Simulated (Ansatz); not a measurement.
**Random rock-salt alloy of ZrC and ZrN: a scan of the volume by script**

Aim: the energy and the gap along the volume, with no relaxation at each point.

Main program and level: Ansatz 0.2.0; Kohn-Sham DFT, PBE, PAW set soft_1, plane waves.

**1. The structure**

The cell holds 64 atoms: 32 Zr, 4 N and 28 C. Its edges and angles: a = 9.366 Å, b = 9.366 Å, c = 9.366 Å, α = 90.0°, β = 90.0°, γ = 90.0°. Rock-salt ZrC, 2 x 2 x 2 conventional cells, 4 of 32 C sites given to N at random (x = 0.125), lattice by Vegard's rule (a = 4.683 A); displaced by a Gaussian of 0.02 A.

**2. Running it**

The script builds the cell with ASE, from fixed seeds where it draws at random, so the run can be repeated from this text alone. The 2×2×2 mesh is chosen so that along the periodic directions points times cell width come to 18.7 Å or more. A smearing of 0.05 eV is typed, narrow for a metal. The PAW files are read from a folder beside the script (Ansatz's set soft_1), and the density starts from superposed atoms. The atoms are relaxed first, so that the scan starts at or near a minimum at this cell. No cutoff is typed, so the potentials' recommended one is used (420 eV). The cell is scaled with the atoms at fixed fractional positions, and a Birch–Murnaghan curve is fitted.

File scan.py:

```python
import time
import warnings
import numpy as np
from ase.build import bulk
from ase.eos import EquationOfState
from ase.units import GPa
import ansatz as az

warnings.simplefilter("ignore", az.DeckWarning)
u = bulk('ZrC', 'rocksalt', a=4.6829, cubic=True)
atoms = u.repeat([2, 2, 2])
rng = np.random.default_rng(139)
sites = rng.permutation([a.index for a in atoms if a.symbol == 'C'])
new = ['N'] * 4
for k, e in zip(sites, new): atoms[k].symbol = e
atoms.rattle(0.02, seed=139)
atoms.wrap()
print(atoms.get_chemical_formula(), "-", len(atoms), "atoms; cell", atoms.cell.cellpar().round(3))

def setup(atoms):
    return (
        az.Crystal.from_ase(atoms)
        .calculation()
        .functional("pbe")
        .pseudopotentials("paw", azcp={"folder": "./paw"}, xc_functional="pbe")
        .kpoints(2, 2, 2)
        .occupations("gaussian", width=0.05)
    )

def gap_of(report):
    e = np.concatenate(report["eigenvalues_ev"]); f = np.concatenate(report["occupations"])
    f = f / f.max()  # a half-filled level counts on both sides, so the gap is then zero
    return e[f > 0.3].max(), e[f < 0.7].min()

def relaxed(atoms):
    steps = []
    calc = setup(atoms).relax(force_tolerance=0.03, max_steps=49).forces()
    keep = lambda event: steps.append(event["data"]) if event["event"] == "relax_step" and event["data"].get("accepted", True) else None
    try:
        az.Session.from_yaml(calc.to_yaml()).plan(threads=4).execute(on_event=keep)
    except az.NonConvergedError as error:
        print("relaxation stopped at the step limit:", str(error).split(". ")[0])
    final = atoms.copy()
    final.set_cell(steps[-1].get("cell_ang", atoms.cell))
    final.positions = steps[-1]["positions_ang"]
    print(f"{len(steps)} steps, energy change {steps[-1]['lagrangian_ev'] - steps[0]['lagrangian_ev']:+.3f} eV, largest force component {steps[-1]['allowed_force_max_ev_ang']:.3f} eV/A", flush=True)
    return final

start = time.time()
start_cell = relaxed(atoms)
start_cell.set_constraint()
print(f"relaxed first, in {time.time() - start:.0f} s")

rows = []
for x in [0.96, 0.99, 1.02, 1.05, 1.08, 1.11, 1.14]:
    a = start_cell.copy()
    a.set_cell(a.cell[:] * x ** (1 / 3), scale_atoms=True)
    try:
        r = setup(a).forces().stress().band_table().run(threads=4).report
    except az.AnsatzError as error:
        print(x, 'failed:', str(error)[:110])
        continue
    print(x, f"F = {r['free_energy_ev']:.4f} eV after {r['n_iterations']} iterations", flush=True)
    homo, lumo = gap_of(r)
    rows.append((x, r['free_energy_ev'], np.sqrt(np.mean(np.square(r['forces_ev_ang']))), max(lumo - homo, 0), np.trace(r['stress_gpa']) / 3))
low = min(e for _, e, *_ in rows)
print("      V/V0  E - Emin (meV/atom)  rms force (eV/A)  gap (eV)  P (GPa)")
for x, e, f, gap, p in rows:
    print(f"{x:10.3f} {1000 * (e - low) / len(atoms):20.2f} {f:17.3f} {gap:9.3f} {p:8.2f}")
eos = EquationOfState([x * atoms.get_volume() for x, *_ in rows], [e for _, e, *_ in rows], "birchmurnaghan")
v0, e0, b0 = eos.fit()
print(f"fit with the ions carried along unrelaxed: V0 = {v0 / len(atoms):.3f} A^3/atom ({v0 / atoms.get_volume():.3f} of the start), B0 = {b0 / GPa:.1f} GPa")
```

The run is started by

```bash
python scan.py
```

The log of the run:

```text
C28N4Zr32 - 64 atoms; cell [ 9.366  9.366  9.366 90.    90.    90.   ]
2 steps, energy change -0.559 eV, largest force component 0.029 eV/A
relaxed first, in 128 s
0.96 F = -142508.7526 eV after 9 iterations
0.99 F = -142509.9989 eV after 9 iterations
1.02 F = -142510.1060 eV after 9 iterations
1.05 F = -142509.2313 eV after 9 iterations
1.08 F = -142507.5165 eV after 9 iterations
1.11 F = -142505.0794 eV after 9 iterations
1.14 F = -142502.0202 eV after 9 iterations
      V/V0  E - Emin (meV/atom)  rms force (eV/A)  gap (eV)  P (GPa)
     0.960                21.15             0.026     0.000    12.20
     0.990                 1.67             0.012     0.000     4.21
     1.020                 0.00             0.014     0.000    -2.65
     1.050                13.67             0.025     0.000    -8.55
     1.080                40.46             0.038     0.000   -13.62
     1.110                78.54             0.049     0.000   -17.97
     1.140               126.34             0.059     0.000   -21.69
fit with the ions carried along unrelaxed: V0 = 12.937 A^3/atom (1.008 of the start), B0 = 227.1 GPa
```

Wall time 9.1 min (4 threads of Arm Neoverse V2, shared host); peak memory 6 GiB.

**3. Outcome**

| Property | Result |
| --- | --- |
| lowest point of the scan | 1.02 times the starting volume |
| energy range | 126 meV/atom |
| fitted volume | 12.937 Å³/atom |
| fitted bulk modulus, ions unrelaxed | 227.1 GPa |

The lowest of the points computed is at 1.02 times the starting volume; the scan spans 126 meV/atom. With the ions carried along unrelaxed the modulus tends to lie above the relaxed one. Bands overlap or touch in every run, so the cell is a metal at this level and any non-zero gap printed is a spacing between sampled levels. A metal needs a dense mesh, and this one wasn't tested.

[Logs are printed without paths, hosts, clocks, repeated set-up lines and the standing remarks that a program may print on its own settings, such as how far it seeks lower states.]

[Hosts, paths, dates, database ids (printed as entryN), source tags and the programs' standing remarks are cut or masked in the printed files.]

[Scripts of this kind were picked in part by their result: those with far moves, changed bonds, near-zero gaps or large misses at database cells are mostly left out.]
